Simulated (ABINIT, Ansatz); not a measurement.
# RbTaS3 (Pm-3m): zone-centre phonons, part 3 of 5

Which modes does RbTaS3 (Pm-3m) have at the zone centre?

ABINIT 10.8.3; DFT PBE, scalar-relativistic, plane waves, SPMS norm-conserving pseudopotentials.

So far. Step 4 (Zone-centre response): The acoustic modes at Γ come out as far as 1.5 cm⁻¹ from zero, where they should vanish, a small numerical error. The relaxed cell has a = 4.887 Å (conventional setting).

The structure was built from a prototype and need not be the compound's stable phase.

## Step 5: Modes with the sum rule

anaddb reads the merged derivatives and imposes the acoustic sum rule.

Contents of anaddb.abi:

```
ddb_filepath "gamma_DDB"
output_file "anaddb.abo"
outdata_prefix "anaddb"
asr 1
chneut 1
enunit 2
eivec 1
nph1l 1
qph1l 0.0 0.0 0.0 1.0
```

Contents of mrgddb.in:

```
gamma_DDB
merged
2
dfpt_gammao_DDB
gso_DDB
```

Launch:

```bash
$ mrgddb < mrgddb.in > mrgddb.log
$ OMP_NUM_THREADS=1 anaddb anaddb.abi > anaddb.log
```

anaddb.abo, the main output file:

```text
-outvars_anaddb: echo values of input variables ----------------------

 Miscellaneous information :
      enunit         2
       eivec         1
         asr         1
 First list of wavevector (reduced coord.) :
       nph1l         1
       qph1l
                     0.00000000E+00  0.00000000E+00  0.00000000E+00    1.000E+00

================================================================================

 read the DDB information and perform some checks

  ==== Info on the Cryst% object ====
 Real(R)+Recip(G) space primitive vectors, cartesian coordinates (Bohr,Bohr^-1):
 R(1)=  9.2358173  0.0000000  0.0000000  G(1)=  0.1082741  0.0000000  0.0000000
 R(2)=  0.0000000  9.2358173  0.0000000  G(2)=  0.0000000  0.1082741  0.0000000
 R(3)=  0.0000000  0.0000000  9.2358173  G(3)=  0.0000000  0.0000000  0.1082741
 Unit cell volume ucvol=  7.8781819E+02 bohr^3
 Angles (23,13,12)=  9.00000000E+01  9.00000000E+01  9.00000000E+01 degrees
 Time-reversal symmetry is present
 Reduced atomic positions [iatom, xred, symbol]:
    1)    0.0000000  0.0000000  0.0000000  Rb
    2)    0.5000000  0.5000000  0.5000000  Ta
    3)    0.5000000  0.5000000  0.0000000   S
    4)    0.5000000  0.0000000  0.5000000   S
    5)    0.0000000  0.5000000  0.5000000   S

 DDB file with 3 blocks has been read.

================================================================================

 Treat the first list of vectors

  Phonon wavevector (reduced coordinates) :  0.00000  0.00000  0.00000
 Phonon energies in Hartree :
   0.000000E+00  0.000000E+00  0.000000E+00  2.672952E-04  2.672952E-04
   2.672952E-04  5.063133E-04  5.063133E-04  5.063133E-04  6.907349E-04
   6.907349E-04  6.907349E-04  1.381779E-03  1.381779E-03  1.381779E-03
 Phonon energies in meV     :
-  0.000000E+00  0.000000E+00  0.000000E+00  7.273474E+00  7.273474E+00
-  7.273474E+00  1.377749E+01  1.377749E+01  1.377749E+01  1.879585E+01
-  1.879585E+01  1.879585E+01  3.760012E+01  3.760012E+01  3.760012E+01
 Phonon frequencies in cm-1    :
-  0.000000E+00  0.000000E+00  0.000000E+00  5.866452E+01  5.866452E+01
-  5.866452E+01  1.111229E+02  1.111229E+02  1.111229E+02  1.515988E+02
-  1.515988E+02  1.515988E+02  3.032654E+02  3.032654E+02  3.032654E+02
 Phonon frequencies in Thz     :
-  0.000000E+00  0.000000E+00  0.000000E+00  1.758718E+00  1.758718E+00
-  1.758718E+00  3.331382E+00  3.331382E+00  3.331382E+00  4.544817E+00
-  4.544817E+00  4.544817E+00  9.091669E+00  9.091669E+00  9.091669E+00
 Phonon energies in Kelvin  :
-  0.000000E+00  0.000000E+00  0.000000E+00  8.440516E+01  8.440516E+01
-  8.440516E+01  1.598811E+02  1.598811E+02  1.598811E+02  2.181168E+02
-  2.181168E+02  2.181168E+02  4.363313E+02  4.363313E+02  4.363313E+02

 Eigendisplacements
 (will be given, for each mode : in cartesian coordinates
   for each atom the real part of the displacement vector,
   then the imaginary part of the displacement vector - absolute values smaller than 1.0d-7 are set to zero)
  Mode number    1   Energy    0.000000E+00
 Attention : low frequency mode.
   (Could be unstable or acoustic mode)
-  1  0.00000000E+00  0.00000000E+00  1.22997997E-03
-     0.00000000E+00  0.00000000E+00  0.00000000E+00
-  2  0.00000000E+00  0.00000000E+00  1.22998016E-03
-     0.00000000E+00  0.00000000E+00  0.00000000E+00
-  3  0.00000000E+00  0.00000000E+00  1.22997875E-03
-     0.00000000E+00  0.00000000E+00  0.00000000E+00
-  4  0.00000000E+00  0.00000000E+00  1.22997693E-03
-     0.00000000E+00  0.00000000E+00  0.00000000E+00
-  5  0.00000000E+00  0.00000000E+00  1.22997693E-03
-     0.00000000E+00  0.00000000E+00  0.00000000E+00
  Mode number    2   Energy    0.000000E+00
 Attention : low frequency mode.
   (Could be unstable or acoustic mode)
-  1  0.00000000E+00 -1.22997997E-03  0.00000000E+00
-     0.00000000E+00  0.00000000E+00  0.00000000E+00
-  2  0.00000000E+00 -1.22998016E-03  0.00000000E+00
-     0.00000000E+00  0.00000000E+00  0.00000000E+00
-  3  0.00000000E+00 -1.22997693E-03  0.00000000E+00
-     0.00000000E+00  0.00000000E+00  0.00000000E+00
-  4  0.00000000E+00 -1.22997875E-03  0.00000000E+00
-     0.00000000E+00  0.00000000E+00  0.00000000E+00
-  5  0.00000000E+00 -1.22997693E-03  0.00000000E+00
-     0.00000000E+00  0.00000000E+00  0.00000000E+00
  Mode number    3   Energy    0.000000E+00
 Attention : low frequency mode.
   (Could be unstable or acoustic mode)
-  1  1.22997997E-03  0.00000000E+00  0.00000000E+00
-     0.00000000E+00  0.00000000E+00  0.00000000E+00
-  2  1.22998016E-03  0.00000000E+00  0.00000000E+00
-     0.00000000E+00  0.00000000E+00  0.00000000E+00
-  3  1.22997693E-03  0.00000000E+00  0.00000000E+00
-     0.00000000E+00  0.00000000E+00  0.00000000E+00
-  4  1.22997693E-03  0.00000000E+00  0.00000000E+00
-     0.00000000E+00  0.00000000E+00  0.00000000E+00
-  5  1.22997875E-03  0.00000000E+00  0.00000000E+00
-     0.00000000E+00  0.00000000E+00  0.00000000E+00
  Mode number    4   Energy    2.672952E-04
-  1  0.00000000E+00  0.00000000E+00 -1.58410740E-03
-     0.00000000E+00  0.00000000E+00  0.00000000E+00
-  2  0.00000000E+00  0.00000000E+00  1.19880311E-03
-     0.00000000E+00  0.00000000E+00  0.00000000E+00
-  3  0.00000000E+00  0.00000000E+00 -5.26352157E-04
-     0.00000000E+00  0.00000000E+00  0.00000000E+00
-  4  0.00000000E+00  0.00000000E+00 -1.00812283E-03
-     0.00000000E+00  0.00000000E+00  0.00000000E+00
-  5  0.00000000E+00  0.00000000E+00 -1.00812283E-03
-     0.00000000E+00  0.00000000E+00  0.00000000E+00
  Mode number    5   Energy    2.672952E-04
-  1  0.00000000E+00  1.58410740E-03  0.00000000E+00
-     0.00000000E+00  0.00000000E+00  0.00000000E+00
-  2  0.00000000E+00 -1.19880311E-03  0.00000000E+00
-     0.00000000E+00  0.00000000E+00  0.00000000E+00
-  3  0.00000000E+00  1.00812283E-03  0.00000000E+00
-     0.00000000E+00  0.00000000E+00  0.00000000E+00
-  4  0.00000000E+00  5.26352157E-04  0.00000000E+00
-     0.00000000E+00  0.00000000E+00  0.00000000E+00
-  5  0.00000000E+00  1.00812283E-03  0.00000000E+00
-     0.00000000E+00  0.00000000E+00  0.00000000E+00
  Mode number    6   Energy    2.672952E-04
-  1  1.58410740E-03  0.00000000E+00  0.00000000E+00
-     0.00000000E+00  0.00000000E+00  0.00000000E+00
-  2 -1.19880311E-03  0.00000000E+00  0.00000000E+00
-     0.00000000E+00  0.00000000E+00  0.00000000E+00
-  3  1.00812283E-03  0.00000000E+00  0.00000000E+00
-     0.00000000E+00  0.00000000E+00  0.00000000E+00
-  4  1.00812283E-03  0.00000000E+00  0.00000000E+00
-     0.00000000E+00  0.00000000E+00  0.00000000E+00
-  5  5.26352157E-04  0.00000000E+00  0.00000000E+00
-     0.00000000E+00  0.00000000E+00  0.00000000E+00
  Mode number    7   Energy    5.063133E-04
-  1  0.00000000E+00  0.00000000E+00 -1.54701717E-03
-     0.00000000E+00  0.00000000E+00  0.00000000E+00
-  2  0.00000000E+00  0.00000000E+00 -2.54290456E-04
-     0.00000000E+00  0.00000000E+00  0.00000000E+00
-  3  0.00000000E+00  0.00000000E+00  1.64363338E-03
-     0.00000000E+00  0.00000000E+00  0.00000000E+00
-  4  0.00000000E+00  0.00000000E+00  1.95735514E-03
-     0.00000000E+00  0.00000000E+00  0.00000000E+00
-  5  0.00000000E+00  0.00000000E+00  1.95735514E-03
-     0.00000000E+00  0.00000000E+00  0.00000000E+00
  Mode number    8   Energy    5.063133E-04
-  1  0.00000000E+00 -1.54701717E-03  0.00000000E+00
-     0.00000000E+00  0.00000000E+00  0.00000000E+00
-  2  0.00000000E+00 -2.54290456E-04  0.00000000E+00
-     0.00000000E+00  0.00000000E+00  0.00000000E+00
-  3  0.00000000E+00  1.95735514E-03  0.00000000E+00
-     0.00000000E+00  0.00000000E+00  0.00000000E+00
-  4  0.00000000E+00  1.64363338E-03  0.00000000E+00
-     0.00000000E+00  0.00000000E+00  0.00000000E+00
-  5  0.00000000E+00  1.95735514E-03  0.00000000E+00
-     0.00000000E+00  0.00000000E+00  0.00000000E+00
  Mode number    9   Energy    5.063133E-04
-  1  1.54701717E-03  0.00000000E+00  0.00000000E+00
-     0.00000000E+00  0.00000000E+00  0.00000000E+00
-  2  2.54290456E-04  0.00000000E+00  0.00000000E+00
-     0.00000000E+00  0.00000000E+00  0.00000000E+00
-  3 -1.95735514E-03  0.00000000E+00  0.00000000E+00
-     0.00000000E+00  0.00000000E+00  0.00000000E+00
-  4 -1.95735514E-03  0.00000000E+00  0.00000000E+00
-     0.00000000E+00  0.00000000E+00  0.00000000E+00
-  5 -1.64363338E-03  0.00000000E+00  0.00000000E+00
-     0.00000000E+00  0.00000000E+00  0.00000000E+00
  Mode number   10   Energy    6.907349E-04
-  1  0.00000000E+00  0.00000000E+00  0.00000000E+00
-     0.00000000E+00  0.00000000E+00  0.00000000E+00
-  2  0.00000000E+00  0.00000000E+00  0.00000000E+00
-     0.00000000E+00  0.00000000E+00  0.00000000E+00
-  3  0.00000000E+00  0.00000000E+00  0.00000000E+00
-     0.00000000E+00  0.00000000E+00  0.00000000E+00
-  4  0.00000000E+00  0.00000000E+00 -2.92470830E-03
-     0.00000000E+00  0.00000000E+00  0.00000000E+00
-  5  0.00000000E+00  0.00000000E+00  2.92470830E-03
-     0.00000000E+00  0.00000000E+00  0.00000000E+00
  Mode number   11   Energy    6.907349E-04
-  1  0.00000000E+00  0.00000000E+00  0.00000000E+00
-     0.00000000E+00  0.00000000E+00  0.00000000E+00
-  2  0.00000000E+00  0.00000000E+00  0.00000000E+00
-     0.00000000E+00  0.00000000E+00  0.00000000E+00
-  3  0.00000000E+00 -2.92470830E-03  0.00000000E+00
-     0.00000000E+00  0.00000000E+00  0.00000000E+00
-  4  0.00000000E+00  0.00000000E+00  0.00000000E+00
-     0.00000000E+00  0.00000000E+00  0.00000000E+00
-  5  0.00000000E+00  2.92470830E-03  0.00000000E+00
-     0.00000000E+00  0.00000000E+00  0.00000000E+00
  Mode number   12   Energy    6.907349E-04
-  1  0.00000000E+00  0.00000000E+00  0.00000000E+00
-     0.00000000E+00  0.00000000E+00  0.00000000E+00
-  2  0.00000000E+00  0.00000000E+00  0.00000000E+00
-     0.00000000E+00  0.00000000E+00  0.00000000E+00
-  3  2.92470830E-03  0.00000000E+00  0.00000000E+00
-     0.00000000E+00  0.00000000E+00  0.00000000E+00
-  4 -2.92470830E-03  0.00000000E+00  0.00000000E+00
-     0.00000000E+00  0.00000000E+00  0.00000000E+00
-  5  0.00000000E+00  0.00000000E+00  0.00000000E+00
-     0.00000000E+00  0.00000000E+00  0.00000000E+00
  Mode number   13   Energy    1.381779E-03
-  1  0.00000000E+00  0.00000000E+00  5.52037590E-05
-     0.00000000E+00  0.00000000E+00  0.00000000E+00
-  2  0.00000000E+00  0.00000000E+00 -1.30603022E-04
-     0.00000000E+00  0.00000000E+00  0.00000000E+00
-  3  0.00000000E+00  0.00000000E+00  3.55195893E-03
-     0.00000000E+00  0.00000000E+00  0.00000000E+00
-  4  0.00000000E+00  0.00000000E+00 -1.48105523E-03
-     0.00000000E+00  0.00000000E+00  0.00000000E+00
-  5  0.00000000E+00  0.00000000E+00 -1.48105523E-03
-     0.00000000E+00  0.00000000E+00  0.00000000E+00
  Mode number   14   Energy    1.381779E-03
-  1  0.00000000E+00 -5.52037590E-05  0.00000000E+00
-     0.00000000E+00  0.00000000E+00  0.00000000E+00
-  2  0.00000000E+00  1.30603022E-04  0.00000000E+00
-     0.00000000E+00  0.00000000E+00  0.00000000E+00
-  3  0.00000000E+00  1.48105523E-03  0.00000000E+00
-     0.00000000E+00  0.00000000E+00  0.00000000E+00
-  4  0.00000000E+00 -3.55195893E-03  0.00000000E+00
-     0.00000000E+00  0.00000000E+00  0.00000000E+00
-  5  0.00000000E+00  1.48105523E-03  0.00000000E+00
-     0.00000000E+00  0.00000000E+00  0.00000000E+00
  Mode number   15   Energy    1.381779E-03
-  1  5.52037590E-05  0.00000000E+00  0.00000000E+00
-     0.00000000E+00  0.00000000E+00  0.00000000E+00
-  2 -1.30603022E-04  0.00000000E+00  0.00000000E+00
-     0.00000000E+00  0.00000000E+00  0.00000000E+00
-  3 -1.48105523E-03  0.00000000E+00  0.00000000E+00
-     0.00000000E+00  0.00000000E+00  0.00000000E+00
-  4 -1.48105523E-03  0.00000000E+00  0.00000000E+00
-     0.00000000E+00  0.00000000E+00  0.00000000E+00
-  5  3.55195893E-03  0.00000000E+00  0.00000000E+00
-     0.00000000E+00  0.00000000E+00  0.00000000E+00

 Analysis of degeneracies and characters (maximum tolerance=1.00E-06 a.u.)
 For each vibration mode, or group of modes if degenerate,
 the characters are given for each symmetry operation (see the list in the log file).
 Symmetry characters of vibration mode #   1
       degenerate with vibration modes #   2 to    3
  3.0 -3.0 -1.0  1.0 -1.0  1.0 -1.0  1.0  1.0 -1.0 -1.0  1.0  1.0 -1.0 -1.0  1.0
  0.0 -0.0 -0.0  0.0 -0.0  0.0  0.0 -0.0  1.0 -1.0 -1.0  1.0 -1.0  1.0  1.0 -1.0
  0.0 -0.0 -0.0  0.0  0.0 -0.0 -0.0  0.0  1.0 -1.0  1.0 -1.0 -1.0  1.0 -1.0  1.0
 Symmetry characters of vibration mode #   4
       degenerate with vibration modes #   5 to    6
  3.0 -3.0 -1.0  1.0 -1.0  1.0 -1.0  1.0  1.0 -1.0 -1.0  1.0  1.0 -1.0 -1.0  1.0
  0.0 -0.0  0.0 -0.0 -0.0  0.0 -0.0  0.0  1.0 -1.0 -1.0  1.0 -1.0  1.0  1.0 -1.0
  0.0 -0.0 -0.0  0.0 -0.0  0.0  0.0 -0.0  1.0 -1.0  1.0 -1.0 -1.0  1.0 -1.0  1.0
 Symmetry characters of vibration mode #   7
       degenerate with vibration modes #   8 to    9
  3.0 -3.0 -1.0  1.0 -1.0  1.0 -1.0  1.0  1.0 -1.0 -1.0  1.0  1.0 -1.0 -1.0  1.0
 -0.0  0.0 -0.0  0.0  0.0 -0.0  0.0 -0.0  1.0 -1.0 -1.0  1.0 -1.0  1.0  1.0 -1.0
 -0.0  0.0  0.0 -0.0  0.0 -0.0 -0.0  0.0  1.0 -1.0  1.0 -1.0 -1.0  1.0 -1.0  1.0
 Symmetry characters of vibration mode #  10
       degenerate with vibration modes #  11 to   12
  3.0 -3.0 -1.0  1.0 -1.0  1.0 -1.0  1.0 -1.0  1.0  1.0 -1.0 -1.0  1.0  1.0 -1.0
  0.0 -0.0 -0.0  0.0 -0.0  0.0 -0.0  0.0 -1.0  1.0  1.0 -1.0  1.0 -1.0 -1.0  1.0
  0.0 -0.0 -0.0  0.0 -0.0  0.0 -0.0  0.0 -1.0  1.0 -1.0  1.0  1.0 -1.0  1.0 -1.0
 Symmetry characters of vibration mode #  13
       degenerate with vibration modes #  14 to   15
  3.0 -3.0 -1.0  1.0 -1.0  1.0 -1.0  1.0  1.0 -1.0 -1.0  1.0  1.0 -1.0 -1.0  1.0
  0.0 -0.0  0.0 -0.0 -0.0  0.0 -0.0  0.0  1.0 -1.0 -1.0  1.0 -1.0  1.0  1.0 -1.0
  0.0 -0.0 -0.0  0.0 -0.0  0.0  0.0 -0.0  1.0 -1.0  1.0 -1.0 -1.0  1.0 -1.0  1.0
-
```

Run time: 0.8 s. Hardware: 1 thread of Intel Xeon at 2.70GHz, shared host.

Numbers from this step:

| Quantity | Value |
| --- | --- |
| lowest optical zone-centre mode | 58.66 cm⁻¹ |

No LO-TO term; unit eigenvectors of the mass-weighted matrix, from anaddb's displacements. Modes at Γ, with each element's share of the kinetic energy:

| mode | frequency (cm⁻¹) | symmetry | Rb % | Ta % | S % |
| --- | --- | --- | --- | --- | --- |
| 1 | 0.0 | acoustic | 24 | 50 | 27 |
| 2 | 0.0 | acoustic | 24 | 50 | 27 |
| 3 | 0.0 | acoustic | 24 | 50 | 27 |
| 4 | 58.7 | T1u | 39 | 47 | 13 |
| 5 | 58.7 | T1u | 39 | 47 | 13 |
| 6 | 58.7 | T1u | 39 | 47 | 13 |
| 7 | 111.1 | T1u | 37 | 2 | 61 |
| 8 | 111.1 | T1u | 37 | 2 | 61 |
| 9 | 111.1 | T1u | 37 | 2 | 61 |
| 10 | 151.6 | T2u | 0 | 0 | 100 |
| 11 | 151.6 | T2u | 0 | 0 | 100 |
| 12 | 151.6 | T2u | 0 | 0 | 100 |
| 13 | 303.3 | T1u | 0 | 1 | 99 |
| 14 | 303.3 | T1u | 0 | 1 | 99 |
| 15 | 303.3 | T1u | 0 | 1 | 99 |

Displacements in mode 4 (58.7 cm⁻¹), the largest set to 1:
```
Rb1  0.00  0.00 -1.00
Ta2  0.00  0.00  0.76
S3   0.00  0.00 -0.33
S4   0.00  0.00 -0.64
S5   0.00  0.00 -0.64
```

Displacements in mode 10 (151.6 cm⁻¹), the largest set to 1:
```
Rb1  0.00  0.00  0.00
Ta2  0.00  0.00  0.00
S3   0.00  0.00  0.00
S4   0.00  0.00 -1.00
S5   0.00  0.00  1.00
```

The rule moves no optical mode by more than 0.1 cm⁻¹.

(Continued in part 4 of 5.)

[Host names and launcher messages were left out of these logs when they were recorded.]

[Logs are printed without paths, hosts, clocks, repeated set-up lines and the standing remarks that a program may print on its own settings, such as how far it seeks lower states.]

[Hosts, paths, dates, database ids (printed as entryN), source tags and the programs' standing remarks are cut or masked in the printed files.]
